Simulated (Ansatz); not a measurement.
# KTaO3 (Pm-3m): zone-centre modes against carrier density, part 2 of 2

Aim: how far do free carriers move the optical modes of KTaO3 (Pm-3m)?

Ansatz 0.2.0; DFT LDA, scalar-relativistic, plane waves, PAW; PAW set soft_1.

So far. Step 3 (Tight relaxation): The forces vanish by symmetry and the pressure is -0.002 GPa, within the tolerances set. The cell now holds 12.34 Å³/atom. The relaxed cell has a = 3.951 Å (conventional setting).

**4. Ground state of a member: no carriers**

The cell of the neutral crystal is kept with no carriers. The bands are sampled on 22×22×22 points with Fermi-Dirac filling of 0.03 eV.

Input file input.yaml:

```yaml
crystal:
  lattice:
    - [3.951356403, 0.0, 0.0]
    - [0.0, 3.951356403, 0.0]
    - [0.0, 0.0, 3.951356403]
  atoms:
    - { symbol: O, position: [0.5, 0.0, 0.0] }
    - { symbol: O, position: [0.0, 0.5, 0.0] }
    - { symbol: O, position: [0.0, 0.0, 0.5] }
    - { symbol: K, position: [0.5, 0.5, 0.5] }
    - { symbol: Ta, position: [0.0, 0.0, 0.0] }
kpoints:
  mp_grid: { grid: [22, 22, 22] }
hamiltonian:
  xc: lda
  pseudopotentials: { kind: paw, azcp: { folder: soft_1 }, xc_functional: pbe }
scf:
  occupations: { method: fermi_dirac, width: 0.03 }
output:
  forces: true
  stress: true
  eigenvalues: true
```

Run with:

```
> ansatz run input.yaml --threads 4 --pin off --max-ram 16384MiB --backend cpu --events-out ev --progress --plain --runs-dir out
```

Numbers of over 12 decimals in the logs are rounded to 6 here.

What it wrote:

```text
[...]
Crystal: 5 atoms, lattice volume = 61.693 Å³
Basis set: ecut = 420 eV, 1213 PW (Γ)
Bands: 25, of which v1, the nominal top of the filled ones, is band 20 counted from 1 (19 counted from 0)
Symmetry: 48 space group operations
[...]
k-points: 364 of 10648
[...]
SCF iter   1: F=—  HF=-12852.324915 eV  |F-HF|=—  |Δ(HF+E_count)|=         —  Δρ=5.51e-2  dr2=1.63e0  ethr=3.10e-3  ⟨swp⟩=6.8  Hψ=46095  notcnv=0
[...]
SCF iter   8: F=-12851.822719 eV  HF=-12851.822719 eV  |F-HF|=4.00e-11  |Δ(HF+E_count)|=   2.85e-8  Δρ=1.60e-6  dr2=1.23e-9  ethr=2.15e-10  ⟨swp⟩=1.9  Hψ=29366  notcnv=0
SCF 1 converged in 8 iterations: F = -12851.822719 eV  dr2 = 1.23e-9
[...]
SCF converged after 8 iterations
Free energy (F): -12851.822719 eV
[...]
Internal energy: -12851.822719 eV  (E = F + TS)
E sigma→0 (E₀):  -12851.822719 eV
Fermi energy:    9.827089 eV
[...]
--- Stress (GPa, compression-positive) ---
       -0.002021       0.000000       0.000000
       -0.000000      -0.002021      -0.000000
        0.000000       0.000000      -0.002021
  P = ⅓ Tr σ = -0.0020 GPa (-0.020 kbar)
--- Band table (eV; the first three rows and the last of 364) ---
  k-point 0: bands = [... 16 lower, 7.6052, 8.1114, 8.1114, 8.1114, 10.8632, 10.8632, 10.8632, 15.3260, ... 1 higher]
  k-point 1: bands = [... 16 lower, 7.5939, 8.0346, 8.0941, 8.0941, 10.8667, 10.9393, 10.9393, 15.3690, ... 1 higher]
  k-point 2: bands = [... 16 lower, 7.5609, 7.8328, 8.0557, 8.0557, 10.8767, 11.1512, 11.1512, 15.4860, ... 1 higher]
  k-point 363: bands = [... 16 lower, 4.7068, 8.7253, 8.7253, 8.7253, 15.4138, 15.4138, 15.4138, 17.5379, ... 1 higher]
```

Run time: 9.1 s. Hardware: 4 threads of Arm Neoverse V2, shared host; peak memory 0.66 GiB.

In the SCF lines HF is the Harris–Foulkes energy and dr2 the Hartree energy of the density residual, in eV; the loop may stop once dr2 is under the threshold and the program's other checks hold. Hψ counts applications of the Hamiltonian.

The forces vanish by symmetry.

**5. Modes of this member: no carriers**

Phonons follow from the second derivative of the energy, found here by linear response.

The zone-centre modes follow for no carriers.

input.yaml, as its differences from that of step 4:

```diff
@@ -19,4 +19,4 @@
 output:
-  forces: true
-  stress: true
   eigenvalues: true
+phonons:
+  method: dfpt
```

What it wrote:

```text
zone centre: on kpoints.mp_grid the ground state, and the responses unless they are solved on pairs of k-points, stand on 1728 of the mesh's 10648 k-points, reduced under 8 symmetry operations, with k and −k counted as one. Each operation leaves every solved displacement unchanged or reverses it
[...]
Crystal: 5 atoms, lattice volume = 61.693 Å³
Basis set: ecut = 420 eV, 1213 PW (Γ), exchange–correlation on 54×54×54 points (8 copies of the dense FFT grid, shifted against one another)
Bands: 25, of which v1, the nominal top of the filled ones, is band 20 counted from 1 (19 counted from 0)
Symmetry: 48 space group operations
k-points: 1728 of 10648 (irreducible under 8 space group operations)
[...]
SCF iter   1: F=—  HF=-12852.324914 eV  |F-HF|=—  |Δ(HF+E_count)|=         —  Δρ=5.51e-2  dr2=1.63e0  ethr=3.10e-3  ⟨swp⟩=6.8  Hψ=219278  notcnv=0
[...]
SCF iter  10: F=-12851.822721 eV  HF=-12851.822721 eV  |F-HF|=1.82e-12  |Δ(HF+E_count)|=  3.64e-12  Δρ=3.87e-8  dr2=7.88e-13  ethr=1.00e-12  ⟨swp⟩=12.3  Hψ=224708  notcnv=0
SCF 1 converged in 10 iterations: F = -12851.822721 eV  dr2 = 7.88e-13
[...]
DFPT response loops at Γ: preconditioner auto → none (the input reference at scf.mixing.eps_inf says where Resta's filter doesn't serve); β = 0.50; Broyden in place of MSR1
SCF converged after 10 iterations
Free energy (F): -12851.822721 eV
[...]
Internal energy: -12851.822721 eV  (E = F + TS)
E sigma→0 (E₀):  -12851.822721 eV
Fermi energy:    9.827067 eV
[...]
--- Band table (eV; the first three rows and the last of 1728) ---
  k-point 0: bands = [... 16 lower, 7.6052, 8.1114, 8.1114, 8.1114, 10.8632, 10.8632, 10.8632, 15.3260, ... 1 higher]
  k-point 1: bands = [... 16 lower, 7.5938, 8.0345, 8.0941, 8.0941, 10.8666, 10.9393, 10.9393, 15.3690, ... 1 higher]
  k-point 2: bands = [... 16 lower, 7.5609, 7.8328, 8.0557, 8.0557, 10.8767, 11.1512, 11.1512, 15.4860, ... 1 higher]
  k-point 1727: bands = [... 16 lower, 4.7068, 8.7253, 8.7253, 8.7253, 15.4138, 15.4138, 15.4138, 17.5379, ... 1 higher]
--- Phonons (Γ-DFPT): 4 representative perturbations + reference, on 1728 of 10648 k-points (Σ response iterations 12) ---
  k mesh reduced under 8 symmetry operations, with k and −k counted as one. Each operation leaves every solved displacement unchanged or reverses it
  ASR residual: 2.043e-5 → 0.000e0 eV/Å²; symmetrization residual: 6.577e-6 eV/Å²
  ASR residual per site (eV/Å²): 1.12e-5 1.12e-5 1.12e-5 1.01e-6 2.04e-5
  Γ frequencies (cm⁻¹): 0.00 0.00 0.00 103.34 103.34 103.34 181.31 181.31 181.31 247.97 247.97 247.97 555.62 555.62 555.62
  non-analytic LO–TO correction: not included (Born effective charges unavailable; polar crystals: no LO–TO splitting at Γ)
```

It took 5.1 min on 4 threads; peak memory 7.4 GiB; 19 min of CPU time.

This step gave:

```
sum-rule residual before enforcement                    : 2.04e-5 eV/Å²
point group                                             : m-3m
highest optical mode at the zone centre (no LO-TO term) : 555.6 cm⁻¹
lowest optical zone-centre mode                         : 103.3 cm⁻¹
```

Without the LO-TO term. Patterns of degenerate modes are one choice out of their space. The modes at Γ (shares of kinetic energy by element, %):

```csv
mode,frequency (cm⁻¹),symmetry,O %,K %,Ta %
1,0.0,acoustic,18,15,68
2,0.0,acoustic,18,15,68
3,0.0,acoustic,18,15,68
4,103.3,T1u,69,4,27
5,103.3,T1u,69,4,27
6,103.3,T1u,69,4,27
7,181.3,T1u,13,81,5
8,181.3,T1u,13,81,5
9,181.3,T1u,13,81,5
10,248.0,T2u,100,0,0
11,248.0,T2u,100,0,0
12,248.0,T2u,100,0,0
13,555.6,T1u,100,0,0
14,555.6,T1u,100,0,0
15,555.6,T1u,100,0,0
```

Displacements in mode 5 (103.3 cm⁻¹), the largest set to 1:
```
O1   0.00  0.68 -1.00
O2   0.00  0.54 -1.00
O3   0.00  0.68 -0.79
K4   0.00  0.17 -0.25
Ta5  0.00 -0.20  0.30
```

Displacements in mode 15 (555.6 cm⁻¹), the largest set to 1:
```
O1   0.00  0.05 -0.41
O2   0.00 -0.11 -0.41
O3   0.00  0.05  1.00
K4   0.00  0.00 -0.01
Ta5  0.00  0.00 -0.01
```

Without the LO-TO term the lowest optical mode is real, 103 cm⁻¹, and the highest lies at 555.6 cm⁻¹.

**6. Ground state of a member: 15 × 10²⁰ holes per cm³**

The cell of the neutral crystal is kept with 15 × 10²⁰ holes per cm³, balanced by a uniform background. The bands are sampled on 22×22×22 points with Fermi-Dirac filling of 0.03 eV.

input.yaml, as its differences from that of step 5:

```diff
@@ -11,2 +11,3 @@
     - { symbol: Ta, position: [0.0, 0.0, 0.0] }
+total_charge: 0.09254
 kpoints:
@@ -19,4 +20,4 @@
 output:
+  forces: true
+  stress: true
   eigenvalues: true
-phonons:
-  method: dfpt
```

What it wrote:

```text
[...]
Crystal: 5 atoms, lattice volume = 61.693 Å³
Basis set: ecut = 420 eV, 1213 PW (Γ)
Bands: 25, of which v1, the nominal top of the filled ones, is band 20 counted from 1 (19 counted from 0)
Symmetry: 48 space group operations
[...]
k-points: 364 of 10648
[...]
k-point 0: bands = [... 16 lower, 7.5443, 8.0466, 8.0466, 8.0466, 10.8486, 10.8486, 10.8486, 15.3430, ... 1 higher]
  k-point 1: bands = [... 16 lower, 7.5332, 7.9705, 8.0295, 8.0295, 10.8520, 10.9236, 10.9236, 15.3856, ... 1 higher]
  k-point 2: bands = [... 16 lower, 7.5010, 7.7709, 7.9916, 7.9916, 10.8619, 11.1328, 11.1328, 15.5011, ... 1 higher]
  k-point 363: bands = [... 16 lower, 4.6769, 8.6558, 8.6558, 8.6558, 15.3761, 15.3761, 15.3761, 17.5746, ... 1 higher]
[key lines of the parts left out:]
SCF converged after 8 iterations
Free energy (F): -12852.626143 eV
Fermi energy:    8.605362 eV
P = ⅓ Tr σ = 1.2430 GPa (12.430 kbar)
```

Run time: 8.3 s. Hardware: 4 threads; peak memory 0.66 GiB.

The forces vanish by symmetry.

**7. Modes of this member: 15 × 10²⁰ holes per cm³**

The zone-centre modes follow for 15 × 10²⁰ holes per cm³.

input.yaml, as its differences from that of step 6:

```diff
@@ -20,4 +20,4 @@
 output:
-  forces: true
-  stress: true
   eigenvalues: true
+phonons:
+  method: dfpt
```

What it wrote:

```text
[...]
Crystal: 5 atoms, lattice volume = 61.693 Å³
Basis set: ecut = 420 eV, 1213 PW (Γ), exchange–correlation on 54×54×54 points (8 copies of the dense FFT grid, shifted against one another)
Bands: 25, of which v1, the nominal top of the filled ones, is band 20 counted from 1 (19 counted from 0)
Symmetry: 48 space group operations
k-points: 1728 of 10648 (irreducible under 8 space group operations)
[...]
k-point 1: bands = [... 16 lower, 7.5332, 7.9704, 8.0295, 8.0295, 10.8519, 10.9235, 10.9235, 15.3856, ... 1 higher]
  k-point 2: bands = [... 16 lower, 7.5010, 7.7708, 7.9915, 7.9915, 10.8618, 11.1327, 11.1327, 15.5011, ... 1 higher]
  k-point 1727: bands = [... 16 lower, 4.6769, 8.6558, 8.6558, 8.6558, 15.3760, 15.3760, 15.3760, 17.5746, ... 1 higher]
[...]
ASR residual: 1.836e-5 → 0.000e0 eV/Å²; symmetrization residual: 6.255e-6 eV/Å²
  ASR residual per site (eV/Å²): 8.54e-6 8.54e-6 8.54e-6 1.84e-5 6.65e-6
[...]
[key lines of the parts left out:]
SCF converged after 11 iterations
Free energy (F): -12852.626145 eV
Fermi energy:    8.605325 eV
```

It took 5.3 min on 4 threads; peak memory 7.4 GiB; 20 min of CPU time.

This step gave:

```
sum-rule residual before enforcement                    : 1.84e-5 eV/Å²
highest optical mode at the zone centre (no LO-TO term) : 552.6 cm⁻¹
lowest optical zone-centre mode                         : 114.1 cm⁻¹
```

Without the LO-TO term. Patterns of degenerate modes are one choice out of their space. Modes at Γ, with each element's share of the kinetic energy:

| mode | frequency (cm⁻¹) | symmetry | O % | K % | Ta % |
| --- | --- | --- | --- | --- | --- |
| 1 | 0.0 | acoustic | 18 | 15 | 68 |
| 2 | 0.0 | acoustic | 18 | 15 | 68 |
| 3 | 0.0 | acoustic | 18 | 15 | 68 |
| 4 | 114.1 | T1u | 66 | 6 | 28 |
| 5 | 114.1 | T1u | 66 | 6 | 28 |
| 6 | 114.1 | T1u | 66 | 6 | 28 |
| 7 | 184.1 | T1u | 16 | 80 | 4 |
| 8 | 184.1 | T1u | 16 | 80 | 4 |
| 9 | 184.1 | T1u | 16 | 80 | 4 |
| 10 | 248.0 | T2u | 100 | 0 | 0 |
| 11 | 248.0 | T2u | 100 | 0 | 0 |
| 12 | 248.0 | T2u | 100 | 0 | 0 |
| 13 | 552.6 | T1u | 100 | 0 | 0 |
| 14 | 552.6 | T1u | 100 | 0 | 0 |
| 15 | 552.6 | T1u | 100 | 0 | 0 |

Without the LO-TO term the lowest optical mode is real, 114 cm⁻¹, and the highest lies at 552.6 cm⁻¹.

For the lowest optical zone-centre mode, step 5 gave 103 cm⁻¹; this run, with carriers -15 × 10²⁰ cm⁻³, gives 114 cm⁻¹ (+10 %).

**8. A check on a coarser mesh: 2 × 10²⁰ holes per cm³**

To see what the mesh is worth, the run for 2 × 10²⁰ holes per cm³ is repeated on 18×18×18 points.

input.yaml, as its differences from that of step 7:

```diff
@@ -11,5 +11,5 @@
     - { symbol: Ta, position: [0.0, 0.0, 0.0] }
-total_charge: 0.09254
+total_charge: 0.012339
 kpoints:
-  mp_grid: { grid: [22, 22, 22] }
+  mp_grid: { grid: [18, 18, 18] }
 hamiltonian:
```

What it wrote:

```text
[...]
Crystal: 5 atoms, lattice volume = 61.693 Å³
Basis set: ecut = 420 eV, 1213 PW (Γ), exchange–correlation on 54×54×54 points (8 copies of the dense FFT grid, shifted against one another)
Bands: 25, of which v1, the nominal top of the filled ones, is band 20 counted from 1 (19 counted from 0)
Symmetry: 48 space group operations
k-points: 1000 of 5832 (irreducible under 8 space group operations)
[...]
k-point 1: bands = [... 16 lower, 7.5802, 7.9900, 8.0779, 8.0779, 10.8664, 10.9736, 10.9736, 15.3915, ... 1 higher]
  k-point 2: bands = [... 16 lower, 7.5322, 7.7115, 8.0290, 8.0290, 10.8811, 11.2769, 11.2769, 15.5588, ... 1 higher]
  k-point 999: bands = [... 16 lower, 4.7028, 8.7160, 8.7160, 8.7160, 15.4088, 15.4088, 15.4088, 17.5428, ... 1 higher]
[...]
ASR residual: 1.774e-5 → 0.000e0 eV/Å²; symmetrization residual: 5.118e-6 eV/Å²
  ASR residual per site (eV/Å²): 6.77e-6 6.77e-6 6.77e-6 1.77e-5 3.66e-6
[...]
[key lines of the parts left out:]
SCF converged after 10 iterations
Free energy (F): -12851.931037 eV
Fermi energy:    8.746448 eV
```

The job ended after 3 min (4 threads; peak memory 4.4 GiB; 12 min of CPU time).

This step gave:

| Property | Result |
| --- | --- |
| sum-rule residual before enforcement | 1.77e-5 eV/Å² |
| highest optical mode at the zone centre (no LO-TO term) | 555.2 cm⁻¹ |
| lowest optical zone-centre mode | 104.9 cm⁻¹ |

The highest mode comes at 555.2 cm⁻¹, against 555.2 cm⁻¹ on 22×22×22 points.

**9. A check on a coarser mesh: 10 × 10²⁰ holes per cm³**

To see what the mesh is worth, the run for 10 × 10²⁰ holes per cm³ is repeated on 18×18×18 points.

input.yaml, as its differences from that of step 8:

```diff
@@ -11,3 +11,3 @@
     - { symbol: Ta, position: [0.0, 0.0, 0.0] }
-total_charge: 0.012339
+total_charge: 0.061693
 kpoints:
```

What it wrote:

```text
[...]
Crystal: 5 atoms, lattice volume = 61.693 Å³
Basis set: ecut = 420 eV, 1213 PW (Γ), exchange–correlation on 54×54×54 points (8 copies of the dense FFT grid, shifted against one another)
Bands: 25, of which v1, the nominal top of the filled ones, is band 20 counted from 1 (19 counted from 0)
Symmetry: 48 space group operations
k-points: 1000 of 5832 (irreducible under 8 space group operations)
[...]
k-point 1: bands = [... 16 lower, 7.5479, 7.9560, 8.0435, 8.0435, 10.8585, 10.9649, 10.9649, 15.4002, ... 1 higher]
  k-point 2: bands = [... 16 lower, 7.5005, 7.6791, 7.9948, 7.9948, 10.8731, 11.2663, 11.2663, 15.5663, ... 1 higher]
  k-point 999: bands = [... 16 lower, 4.6869, 8.6790, 8.6790, 8.6790, 15.3886, 15.3886, 15.3886, 17.5624, ... 1 higher]
[...]
ASR residual: 2.096e-5 → 0.000e0 eV/Å²; symmetrization residual: 5.274e-6 eV/Å²
  ASR residual per site (eV/Å²): 9.17e-6 9.17e-6 9.17e-6 2.10e-5 4.83e-6
[...]
[key lines of the parts left out:]
SCF converged after 11 iterations
Free energy (F): -12852.359990 eV
Fermi energy:    8.648699 eV
```

Run time: 3 min. Hardware: 4 threads; peak memory 4.4 GiB.

Numbers from this step:

```yaml
sum_rule_residual_before_enforcement: 2.10e-5 eV/Å²
highest_optical_mode_at_the_zone_centre_no_lo_to_term: 553.6 cm⁻¹
lowest_optical_zone_centre_mode: 110.7 cm⁻¹
```

The highest mode comes at 553.6 cm⁻¹, against 553.6 cm⁻¹ on 22×22×22 points.

**10. All members side by side**

The members are set side by side, also those not shown above.

Electrons count positive and holes negative; without the LO-TO term; modes are tracked from the neutral crystal by their patterns, and those within 0.3 cm⁻¹ of each other stand once; the cell of the neutral crystal is kept and the atoms are relaxed where symmetry leaves them free; all runs use 22×22×22 k points and Fermi-Dirac smearing of 0.03 eV. Optical modes along the series:

```
carriers (10²⁰ cm⁻³)  mode 4 T1u (cm⁻¹)  mode 7 T1u (cm⁻¹)  mode 10 T2u (cm⁻¹)  mode 13 T1u (cm⁻¹)
                 -15              114.1              184.1                 248               552.6
                 -10              110.7              183.2               248.1               553.6
                  -6              107.9              182.5                 248               554.4
                  -4              106.4              182.1                 248               554.8
                  -2              104.9              181.7                 248               555.2
                  -1              104.1              181.5                 248               555.4
                   0              103.3              181.3                 248               555.6
```

**11. What came out**

```json
{
 "members": "7",
 "mode that changes most, in cm⁻¹": "mode 4 T1u",
 "its frequency without carriers": "103.34 cm⁻¹",
 "its frequency at -15 × 10²⁰ cm⁻³": "114.14 cm⁻¹"
}
```

In words: At 15 × 10²⁰ holes per cm³ the largest change in cm⁻¹ is that of mode 4 T1u, +10.80 cm⁻¹ from 103.34 cm⁻¹. At 2 and 10 × 10²⁰ cm⁻³ the coarser mesh moves the optical modes by up to 0.01 cm⁻¹, a measure of the error left by the mesh there. The response is adiabatic: the carriers follow the ions at once. Where they cannot, as for a zone-centre mode faster than their scattering, measured shifts differ, and line shapes are not given here. The background stands for dopants without their size, scattering or local bonds, and the cell is that of the neutral crystal, although carriers also change the volume at rest, which would shift the modes as well. In a polar crystal the carriers also screen the field of the longitudinal modes, often the largest effect; only modes without that field are treated here. These are harmonic frequencies of a static lattice, with warm electrons: anharmonic shifts, linewidths and thermal expansion are left out. Spin-orbit coupling is left out, which can matter for the heavy elements here. The PAW files were made for PBE; the program adapts parts of them to the functional of the run, but their partial waves stay those of PBE, an approximation that was not tested in this session. Only the zone centre was solved, so an instability at another wavevector cannot show here.

[Logs are printed without paths, hosts, clocks, repeated set-up lines and the standing remarks that a program may print on its own settings, such as how far it seeks lower states.]

[Hosts, paths, dates, database ids (printed as entryN), source tags and the programs' standing remarks are cut or masked in the printed files.]
